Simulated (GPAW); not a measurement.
# Core-hole calculation of the Ni K edge in YNiC2 (Amm2)

What does one-electron theory with a core hole give for the Ni K edge of YNiC2 (Amm2)?

Program: GPAW 26.7.0. Level of theory: X-ray absorption from dipole matrix elements to empty bands, plane-wave PAW LDA. Results are calculated unless marked as measured.

Most raw output is cut from this account.

## Step 1: The structure

The structure is orthorhombic, space group Amm2 (No. 38). The conventional cell has a = 3.611 Å, b = 4.486 Å, c = 5.982 Å, α = 90.00°, β = 90.00°, γ = 90.00°. Nearest to Y lie 8 C at 2.64 to 2.67 Å and 6 Ni at 2.95 Å. Nearest to Ni lie 4 C at 1.93 to 1.98 Å and 6 Y at 2.95 Å. Nearest to C lie 1 C at 1.37 Å and 2 Ni at 1.93 to 1.98 Å and 4 Y at 2.64 to 2.67 Å. Farther neighbours are not listed.

As a file:

```
Y Ni C
1.0
     3.61052    0.00000    0.00000
     0.00000    2.24280    2.99123
     0.00000   -2.24280    2.99123
Y Ni C
1 1 2
Direct
  0.00000 0.00314 0.00314
  0.50000 0.61343 0.61343
  0.50000 0.15059 0.45584
  0.50000 0.45584 0.15059
```

## Step 2: Ground state of the crystal

The ground state comes first: it tells whether the system has a gap, which decides how the excited electron is treated.

Input file scf.py:

```python
import numpy as np
from ase import Atoms
from ase.parallel import parprint, paropen
from gpaw import GPAW, PW, FermiDirac, Mixer, MixerDif, setup_paths
from gpaw.test import gen
setup_paths.insert(0, '.')
gen('Ni', name='nch1s', xcname='LDA', corehole=(1, 0, 0), write_xml=True)
from gpaw.mpi import world
world.barrier()

atoms = Atoms('YNiC2',
    cell=[[3.61051776, 0, 0],
     [0, 2.24279581, 2.99123466],
     [0, -2.24279581, 2.99123466]],
    scaled_positions=[[0, 0.00313647, 0.00313647],
     [0.5, 0.61343209, 0.61343209],
     [0.5, 0.15059106, 0.45584038],
     [0.5, 0.45584038, 0.15059106]],
    magmoms=[0.0, 2.0, 0.0, 0.0],
    pbc=True)
atoms.calc = calc = GPAW(legacy_gpaw=True, mode=PW(430), xc='LDA', setups={1: 'nch1s'},
    kpts={'size': (7, 7, 7), 'gamma': True}, occupations=FermiDirac(0.05),
    charge=0, mixer=MixerDif(0.05, 8, 50), maxiter=150,
    convergence={'density': 0.0001}, txt='scf.txt')
energy = atoms.get_potential_energy() + calc.get_reference_energy()
ef = calc.get_fermi_level()
out = dict(energy=energy, fermi=ef, forces=atoms.get_forces().tolist(), magmoms=atoms.get_magnetic_moments().tolist())
parprint(f'all-electron energy {energy:.4f} eV, Fermi level {ef:.4f} eV')
ev = np.array([[calc.get_eigenvalues(k, s) for k in range(len(calc.get_ibz_k_points()))] for s in range(calc.get_number_of_spins())])
out['homo'], out['lumo'], out['counts'] = ev[ev < ef].max(), ev[ev > ef].min(), sorted(set((ev < ef).sum((0, 2)).tolist()))
out['filled'] = (ev[:, 0] < ef).sum(1).tolist()
import json
with paropen('out.json', 'w') as f:
    json.dump(out, f)
```

The run is started by

```bash
$ OMP_NUM_THREADS=1 mpirun -n 2 gpaw python scf.py
```

Run time: 74 s. Hardware: 2 MPI ranks of Arm Neoverse N1, shared host; peak memory 0.24 GiB.

The mesh shows no gap, so the system is treated as a metal and the core electron is put at the Fermi level (neutral cell).

## Step 3: Spectrum without a core hole, Ni atom 2

Without a hole the spectrum is the empty density of states of the right symmetry on the absorber, weighted by matrix elements. It needs only the small cell and serves as the baseline. The data set with a hole of occupation 0 only carries the core orbital.

The absorber has 2 C at 1.93 Å and 2 C at 1.98 Å (4-fold, site symmetry mm2).

Input file xas.py:

```python
import numpy as np
from ase import Atoms
from ase.parallel import parprint, paropen
from gpaw import GPAW, PW, FermiDirac, Mixer, MixerDif, setup_paths
from gpaw.test import gen
setup_paths.insert(0, '.')
gen('Ni', name='nch1s', xcname='LDA', corehole=(1, 0, 0), write_xml=True)
from gpaw.mpi import world
world.barrier()

atoms = Atoms('YNiC2',
    cell=[[3.61051776, 0, 0],
     [0, 2.24279581, 2.99123466],
     [0, -2.24279581, 2.99123466]],
    scaled_positions=[[0, 0.00313647, 0.00313647],
     [0.5, 0.61343209, 0.61343209],
     [0.5, 0.15059106, 0.45584038],
     [0.5, 0.45584038, 0.15059106]],
    magmoms=[0.0, 2.0, 0.0, 0.0],
    pbc=True)
atoms.calc = calc = GPAW(legacy_gpaw=True, mode=PW(430), xc='LDA', setups={1: 'nch1s'},
    kpts={'size': (9, 10, 10), 'gamma': True}, occupations=FermiDirac(0.1),
    charge=0, mixer=MixerDif(0.05, 8, 50), maxiter=150,
    convergence={'density': 0.0001}, txt='scf.txt')
energy = atoms.get_potential_energy() + calc.get_reference_energy()
ef = calc.get_fermi_level()
out = dict(energy=energy, fermi=ef, forces=atoms.get_forces().tolist(), magmoms=atoms.get_magnetic_moments().tolist())
parprint(f'all-electron energy {energy:.4f} eV, Fermi level {ef:.4f} eV')
ev = np.array([[calc.get_eigenvalues(k, s) for k in range(len(calc.get_ibz_k_points()))] for s in range(calc.get_number_of_spins())])
out['homo'], out['lumo'], out['counts'] = ev[ev < ef].max(), ev[ev > ef].min(), sorted(set((ev < ef).sum((0, 2)).tolist()))
out['filled'] = (ev[:, 0] < ef).sum(1).tolist()

from ase.units import Ha
from gpaw.xas import dipole_matrix_elements
nb = int(calc.get_number_of_electrons() / 2) + 42
top = nb
nscf = calc.fixed_density(kpts={'size': (5, 5, 5), 'gamma': True},
    convergence={'eigenstates': 1.0}, txt='nscf.txt')
nscf.diagonalize_full_hamiltonian(nbands=nb)
cell = atoms.cell.array
ops = [cell.T @ U.T @ np.linalg.inv(cell.T) for U in nscf.wfs.kd.symmetry.op_scc]
E = np.arange(-25, 34, 0.1)
fwhm = np.interp(E, [4, 25], [1.44, 3.5])
Y, X, zero, highest = 0, 0, 1e9, 1e9
for spin in range(nscf.get_number_of_spins()):
    wfs = nscf.wfs
    A = dipole_matrix_elements(wfs.setups[1])
    eps = np.zeros((wfs.kd.nibzkpts, nb))
    d = np.zeros((3, A.shape[1], wfs.kd.nibzkpts, nb), complex)
    for kpt in wfs.kpt_u:
        if kpt.s == spin and 1 in kpt.P_ani:
            eps[kpt.k] = kpt.eps_n * Ha
            d[:, :, kpt.k] = (kpt.weight * wfs.nspins / 2) ** 0.5 * np.inner(A, kpt.P_ani[1])
    world.sum(eps)
    world.sum(d)
    T = np.einsum('amkn,bmkn->abkn', d, d.conj()).real
    T = sum(np.einsum('ai,ijkn,bj->abkn', R, T, R) for R in ops) / len(ops)
    empty = eps > ef
    zero, highest = min(zero, eps[empty].min()), min(highest, eps[:, top - 1].min())
    lines = [(eps, T, empty)] if spin == 0 else lines + [(eps, T, empty)]
for eps, T, empty in lines:
    f = np.einsum('aakn->akn', T).reshape(3, -1)
    x = eps.ravel() - zero
    w = np.interp(x, E, fwhm) / 2.35482
    g = np.exp(-0.5 * ((E[:, None] - x) / w) ** 2) / (w * (2 * np.pi) ** 0.5)
    Y = Y + (f * empty.ravel()) @ g.T
    X = X + (f * ~empty.ravel()) @ g.T
out.update(E=E.round(2).tolist(), xas=Y.tolist(), xes=X.tolist(), zero=zero, valid=highest - zero, nk=len(eps), nb=nb)
for i in range(0, len(E), 10):
    parprint(f'{E[i]:7.2f}', *(f'{v:10.3e}' for v in Y[:, i]))
import json
with paropen('out.json', 'w') as f:
    json.dump(out, f)
```

The run is started by

```bash
$ OMP_NUM_THREADS=1 mpirun -n 2 gpaw python xas.py
```

Run time: 4.7 min. Hardware: 2 MPI ranks; peak memory 0.43 GiB; 9.5 min of CPU time.

The Ni K spectrum, Ni atom 2, no core hole (energy from the lowest empty level; intensity scaled to a mean of 1 over the first 20 eV; polarised curves are means over the symmetry-equivalent atoms):

```
E (eV)  isotropic  ε ∥ x  ε ∥ y  ε ∥ z
  -2.0       0.00   0.00   0.00   0.00
  -1.4       0.01   0.02   0.00   0.00
  -0.8       0.06   0.13   0.03   0.02
  -0.2       0.19   0.41   0.11   0.06
   0.4       0.33   0.67   0.21   0.12
   1.0       0.40   0.73   0.31   0.17
   1.6       0.41   0.65   0.37   0.19
   2.2       0.37   0.56   0.38   0.18
   2.8       0.34   0.51   0.35   0.17
   3.4       0.33   0.48   0.32   0.19
   4.0       0.35   0.48   0.30   0.28
   4.6       0.43   0.61   0.27   0.40
   5.2       0.53   0.89   0.27   0.44
   5.8       0.61   1.18   0.29   0.36
   6.4       0.56   1.19   0.24   0.26
   7.0       0.42   0.88   0.16   0.22
   7.6       0.36   0.70   0.10   0.29
   8.2       0.50   1.00   0.08   0.42
   8.8       0.74   1.61   0.10   0.50
   9.4       0.96   2.17   0.16   0.56
  10.0       1.15   2.48   0.27   0.71
  10.6       1.33   2.55   0.45   0.98
  11.2       1.46   2.41   0.68   1.29
  11.8       1.49   2.07   0.96   1.46
  12.4       1.45   1.67   1.26   1.43
  13.0       1.41   1.35   1.58   1.30
  13.6       1.39   1.16   1.83   1.17
  14.2       1.41   1.09   2.00   1.13
  14.8       1.49   1.06   2.21   1.20
  15.4       1.64   1.03   2.50   1.38
  16.0       1.77   1.00   2.74   1.58
  16.6       1.80   0.97   2.73   1.71
  17.2       1.71   0.90   2.48   1.75
  17.8       1.56   0.80   2.13   1.76
  18.4       1.46   0.74   1.83   1.81
  19.0       1.43   0.75   1.62   1.91
  19.6       1.42   0.84   1.45   1.99
  20.2       1.42   0.96   1.29   2.01
  20.8       1.40   1.08   1.15   1.97
  21.4       1.39   1.17   1.08   1.92
  22.0       1.41   1.23   1.09   1.91
  22.6       1.47   1.29   1.18   1.94
  23.2       1.54   1.36   1.29   1.97
  23.8       1.59   1.44   1.37   1.96
  24.4       1.61   1.50   1.40   1.91
  25.0       1.59   1.52   1.40   1.84
  25.6       1.56   1.51   1.38   1.77
  26.2       1.51   1.48   1.36   1.71
  26.8       1.47   1.45   1.32   1.66
  27.4       1.43   1.45   1.26   1.60
  28.0       1.40   1.46   1.19   1.54
  28.6       1.37   1.48   1.14   1.49
  29.2       1.36   1.48   1.14   1.46
  29.8       1.37   1.48   1.19   1.45
  30.4       1.40   1.45   1.30   1.44
  31.0       1.42   1.39   1.44   1.43
  31.6       1.44   1.32   1.59   1.41
```

Main maxima below 30 eV (height): 1.3 eV (0.41), 5.9 eV (0.61), 11.7 eV (1.50), 16.4 eV (1.81) and 24.4 eV (1.61). A K edge sees empty p states. The first eV above the zero hold little dipole weight, as the lowest empty bands are of d character; the main edge, of 4p character, rises through 0.6 near 8 eV above the zero.

The same matrix elements for filled bands give the Ni K emission of Ni atom 2 (ground-state approximation; energy from the lowest empty level, largest value 1):

```
E (eV)  emission
-24.00      0.00
-23.25      0.02
-22.50      0.03
-21.75      0.01
-21.00      0.00
-20.25      0.00
-19.50      0.00
-18.75      0.00
-18.00      0.00
-17.25      0.00
-16.50      0.03
-15.75      0.20
-15.00      0.35
-14.25      0.15
-13.50      0.01
-12.75      0.00
-12.00      0.00
-11.25      0.00
-10.50      0.01
 -9.75      0.13
 -9.00      0.38
 -8.25      0.45
 -7.50      0.40
 -6.75      0.66
 -6.00      0.97
 -5.25      0.92
 -4.50      0.59
 -3.75      0.61
 -3.00      0.93
 -2.25      0.92
 -1.50      0.79
 -0.75      0.59
  0.00      0.28
  0.75      0.05
  1.50      0.00
  2.25      0.00
  3.00      0.00
```

Emission maxima: -15.0 eV (0.35), -8.4 eV (0.46), -5.8 eV (1.00) and -2.8 eV (0.96).

## Step 4: Reference energy of the supercell

The photon energy needs a difference of total energies, so the cell and mesh of the coming hole run are first run without a hole.

Edit scf.py of step 2 so:

```diff
@@ -10,14 +10,26 @@
 
-atoms = Atoms('YNiC2',
-    cell=[[3.61051776, 0, 0],
-     [0, 2.24279581, 2.99123466],
-     [0, -2.24279581, 2.99123466]],
-    scaled_positions=[[0, 0.00313647, 0.00313647],
-     [0.5, 0.61343209, 0.61343209],
-     [0.5, 0.15059106, 0.45584038],
-     [0.5, 0.45584038, 0.15059106]],
-    magmoms=[0.0, 2.0, 0.0, 0.0],
+atoms = Atoms('Y4Ni4C8',
+    cell=[[-3.61051776, 4.48559162, 0],
+     [3.61051776, 4.48559162, 0],
+     [0, 0, -5.98246932]],
+    scaled_positions=[[0, 0, 0.99686353],
+     [0.25, 0.25, 0.49686353],
+     [0.5, 0.5, 0.99686353],
+     [0.75, 0.75, 0.49686353],
+     [0.75, 0.25, 0.38656791],
+     [0, 0.5, 0.88656791],
+     [0.25, 0.75, 0.38656791],
+     [0.5, 0, 0.88656791],
+     [0.67368767, 0.17368767, 0.69678428],
+     [0.92368767, 0.42368767, 0.19678428],
+     [0.17368767, 0.67368767, 0.69678428],
+     [0.42368767, 0.92368767, 0.19678428],
+     [0.82631233, 0.32631233, 0.69678428],
+     [0.07631233, 0.57631233, 0.19678428],
+     [0.32631233, 0.82631233, 0.69678428],
+     [0.57631233, 0.07631233, 0.19678428]],
+    magmoms=[0.0, 0.0, 0.0, 0.0, 2.0, 2.0, 2.0, 2.0, 0.0, 0.0, 0.0, 0.0, 0.0, 0.0, 0.0, 0.0],
     pbc=True)
-atoms.calc = calc = GPAW(legacy_gpaw=True, mode=PW(430), xc='LDA', setups={1: 'nch1s'},
-    kpts={'size': (7, 7, 7), 'gamma': True}, occupations=FermiDirac(0.05),
+atoms.calc = calc = GPAW(legacy_gpaw=True, mode=PW(430), xc='LDA', setups={4: 'nch1s'},
+    kpts={'size': (3, 3, 3), 'gamma': True}, occupations=FermiDirac(0.1),
     charge=0, mixer=MixerDif(0.05, 8, 50), maxiter=150,
```

The run is started by

```bash
$ OMP_NUM_THREADS=1 mpirun -n 2 gpaw python scf.py
```

The job ended after 4 min (2 MPI ranks; peak memory 0.45 GiB).

Reference energy: -541446.437 eV with the cores included.

## Step 5: Spectrum with XCH, Ni atom 2

The holes are 5.8 Å apart. In GPAW the data set carries the hole's charge, so charge=0 means a charged cell and charge=-1 a neutral one. The excited electron is kept in the cell, where it fills the lowest empty states and screens the hole. After the field has converged, empty bands are computed with the density fixed and the dipole matrix elements are summed.

Input file xas.py:

```python
import numpy as np
from ase import Atoms
from ase.parallel import parprint, paropen
from gpaw import GPAW, PW, FermiDirac, Mixer, MixerDif, setup_paths
from gpaw.test import gen
setup_paths.insert(0, '.')
gen('Ni', name='fch1s', xcname='LDA', corehole=(1, 0, 1), write_xml=True)
from gpaw.mpi import world
world.barrier()

atoms = Atoms('Y4Ni4C8',
    cell=[[-3.61051776, 4.48559162, 0],
     [3.61051776, 4.48559162, 0],
     [0, 0, -5.98246932]],
    scaled_positions=[[0, 0, 0.99686353],
     [0.25, 0.25, 0.49686353],
     [0.5, 0.5, 0.99686353],
     [0.75, 0.75, 0.49686353],
     [0.75, 0.25, 0.38656791],
     [0, 0.5, 0.88656791],
     [0.25, 0.75, 0.38656791],
     [0.5, 0, 0.88656791],
     [0.67368767, 0.17368767, 0.69678428],
     [0.92368767, 0.42368767, 0.19678428],
     [0.17368767, 0.67368767, 0.69678428],
     [0.42368767, 0.92368767, 0.19678428],
     [0.82631233, 0.32631233, 0.69678428],
     [0.07631233, 0.57631233, 0.19678428],
     [0.32631233, 0.82631233, 0.69678428],
     [0.57631233, 0.07631233, 0.19678428]],
    magmoms=[0.0, 0.0, 0.0, 0.0, 2.0, 2.0, 2.0, 2.0, 0.0, 0.0, 0.0, 0.0, 0.0, 0.0, 0.0, 0.0],
    pbc=True)
atoms.calc = calc = GPAW(legacy_gpaw=True, mode=PW(430), xc='LDA', setups={4: 'fch1s'},
    kpts={'size': (3, 3, 3), 'gamma': True}, occupations=FermiDirac(0.1),
    charge=-1, mixer=MixerDif(0.05, 8, 50), maxiter=150,
    convergence={'density': 0.0001}, txt='scf.txt')
energy = atoms.get_potential_energy() + calc.get_reference_energy()
ef = calc.get_fermi_level()
out = dict(energy=energy, fermi=ef, forces=atoms.get_forces().tolist(), magmoms=atoms.get_magnetic_moments().tolist())
parprint(f'all-electron energy {energy:.4f} eV, Fermi level {ef:.4f} eV')
ev = np.array([[calc.get_eigenvalues(k, s) for k in range(len(calc.get_ibz_k_points()))] for s in range(calc.get_number_of_spins())])
out['homo'], out['lumo'], out['counts'] = ev[ev < ef].max(), ev[ev > ef].min(), sorted(set((ev < ef).sum((0, 2)).tolist()))
out['filled'] = (ev[:, 0] < ef).sum(1).tolist()

from ase.units import Ha
from gpaw.xas import dipole_matrix_elements
nb = int(calc.get_number_of_electrons() / 2) + 158
top, nb = nb, nb + 8 + nb // 12
nscf = calc.fixed_density(kpts={'size': (3, 3, 3), 'gamma': True}, nbands=nb,
    convergence={'bands': top, 'eigenstates': 1e-5}, maxiter=60, txt='nscf.txt')
cell = atoms.cell.array
ops = [cell.T @ U.T @ np.linalg.inv(cell.T) for U in nscf.wfs.kd.symmetry.op_scc]
E = np.arange(-6, 34, 0.1)
fwhm = np.interp(E, [4, 25], [1.44, 3.5])
Y, X, zero, highest = 0, 0, 1e9, 1e9
for spin in range(nscf.get_number_of_spins()):
    wfs = nscf.wfs
    A = dipole_matrix_elements(wfs.setups[4])
    eps = np.zeros((wfs.kd.nibzkpts, nb))
    d = np.zeros((3, A.shape[1], wfs.kd.nibzkpts, nb), complex)
    for kpt in wfs.kpt_u:
        if kpt.s == spin and 4 in kpt.P_ani:
            eps[kpt.k] = kpt.eps_n * Ha
            d[:, :, kpt.k] = (kpt.weight * wfs.nspins / 2) ** 0.5 * np.inner(A, kpt.P_ani[4])
    world.sum(eps)
    world.sum(d)
    T = np.einsum('amkn,bmkn->abkn', d, d.conj()).real
    T = sum(np.einsum('ai,ijkn,bj->abkn', R, T, R) for R in ops) / len(ops)
    empty = eps > ef
    zero, highest = min(zero, eps[empty].min()), min(highest, eps[:, top - 1].min())
    lines = [(eps, T, empty)] if spin == 0 else lines + [(eps, T, empty)]
for eps, T, empty in lines:
    f = np.einsum('aakn->akn', T).reshape(3, -1)
    x = eps.ravel() - zero
    w = np.interp(x, E, fwhm) / 2.35482
    g = np.exp(-0.5 * ((E[:, None] - x) / w) ** 2) / (w * (2 * np.pi) ** 0.5)
    Y = Y + (f * empty.ravel()) @ g.T
    X = X + (f * ~empty.ravel()) @ g.T
out.update(E=E.round(2).tolist(), xas=Y.tolist(), xes=X.tolist(), zero=zero, valid=highest - zero, nk=len(eps), nb=nb)
for i in range(0, len(E), 10):
    parprint(f'{E[i]:7.2f}', *(f'{v:10.3e}' for v in Y[:, i]))
import json
with paropen('out.json', 'w') as f:
    json.dump(out, f)
```

The run is started by

```bash
$ OMP_NUM_THREADS=1 mpirun -n 2 gpaw python xas.py
```

It took 12 min on 2 MPI ranks; peak memory 0.76 GiB; 25 min of CPU time.

The Ni K spectrum, Ni atom 2, excited-electron core hole (neutral cell) (energy from the lowest empty level; intensity scaled to a mean of 1 over the first 20 eV; polarised curves are means over the symmetry-equivalent atoms):

```
E (eV)  isotropic  ε ∥ x  ε ∥ y  ε ∥ z
  -2.0       0.00   0.00   0.00   0.00
  -1.5       0.00   0.01   0.00   0.00
  -1.0       0.02   0.04   0.01   0.01
  -0.5       0.09   0.18   0.06   0.03
   0.0       0.22   0.43   0.15   0.07
   0.5       0.33   0.63   0.25   0.11
   1.0       0.37   0.66   0.31   0.13
   1.5       0.35   0.59   0.33   0.14
   2.0       0.34   0.53   0.33   0.15
   2.5       0.35   0.54   0.34   0.16
   3.0       0.35   0.53   0.33   0.18
   3.5       0.34   0.50   0.30   0.22
   4.0       0.37   0.55   0.26   0.30
   4.5       0.45   0.72   0.25   0.40
   5.0       0.56   0.95   0.28   0.45
   5.5       0.63   1.16   0.30   0.43
   6.0       0.62   1.25   0.27   0.35
   6.5       0.52   1.12   0.20   0.25
   7.0       0.43   0.91   0.13   0.23
   7.5       0.43   0.88   0.10   0.31
   8.0       0.56   1.14   0.09   0.44
   8.5       0.75   1.61   0.11   0.54
   9.0       0.94   2.08   0.14   0.60
   9.5       1.11   2.43   0.22   0.70
  10.0       1.27   2.54   0.35   0.90
  10.5       1.39   2.42   0.56   1.20
  11.0       1.48   2.14   0.83   1.47
  11.5       1.52   1.84   1.12   1.61
  12.0       1.52   1.57   1.42   1.57
  12.5       1.48   1.33   1.69   1.42
  13.0       1.43   1.11   1.92   1.25
  13.5       1.39   0.95   2.09   1.14
  14.0       1.39   0.87   2.19   1.10
  14.5       1.44   0.87   2.30   1.16
  15.0       1.56   0.90   2.44   1.32
  15.5       1.68   0.95   2.58   1.52
  16.0       1.76   0.95   2.62   1.70
  16.5       1.74   0.90   2.50   1.81
  17.0       1.64   0.82   2.25   1.84
  17.5       1.50   0.73   1.95   1.82
  18.0       1.38   0.67   1.66   1.80
  18.5       1.30   0.66   1.44   1.80
  19.0       1.27   0.71   1.28   1.81
  19.5       1.26   0.80   1.16   1.82
  20.0       1.27   0.92   1.06   1.82
  20.5       1.28   1.04   0.99   1.81
  21.0       1.30   1.13   0.95   1.80
  21.5       1.32   1.19   0.96   1.81
  22.0       1.34   1.21   1.01   1.81
  22.5       1.37   1.22   1.08   1.80
  23.0       1.39   1.24   1.17   1.78
  23.5       1.41   1.28   1.24   1.73
  24.0       1.43   1.33   1.28   1.67
  24.5       1.43   1.39   1.29   1.60
  25.0       1.41   1.43   1.28   1.53
  25.5       1.39   1.44   1.26   1.47
  26.0       1.36   1.42   1.22   1.42
  26.5       1.32   1.38   1.17   1.40
  27.0       1.28   1.33   1.12   1.39
  27.5       1.25   1.28   1.07   1.39
  28.0       1.21   1.25   1.02   1.38
  28.5       1.19   1.22   1.00   1.35
  29.0       1.18   1.21   1.01   1.31
  29.5       1.17   1.21   1.06   1.25
  30.0       1.18   1.21   1.14   1.20
  30.5       1.20   1.20   1.24   1.15
  31.0       1.22   1.19   1.35   1.12
  31.5       1.24   1.16   1.46   1.10
  32.0       1.25   1.12   1.54   1.08
```

Main maxima below 30 eV (height): 5.7 eV (0.64), 11.7 eV (1.53), 16.2 eV (1.76) and 24.3 eV (1.43). 

The total-energy difference is 8312.65 eV.

(Continued in part 2 of 2.)

[Logs are printed without paths, hosts, clocks, repeated set-up lines and the standing remarks that a program may print on its own settings, such as how far it seeks lower states.]

[Hosts, paths, dates, database ids (printed as entryN), source tags and the programs' standing remarks are cut or masked in the printed files.]

[Lists of maxima count a maximum above −3 eV only where it reaches 4 % of the highest in the window and stands out from its surroundings by 2 % of it (1.5 % where it reaches 55 %); shoulders and weaker maxima are passed over, and of the rest the first, up to two pre-edge ones and the few strongest are named.]
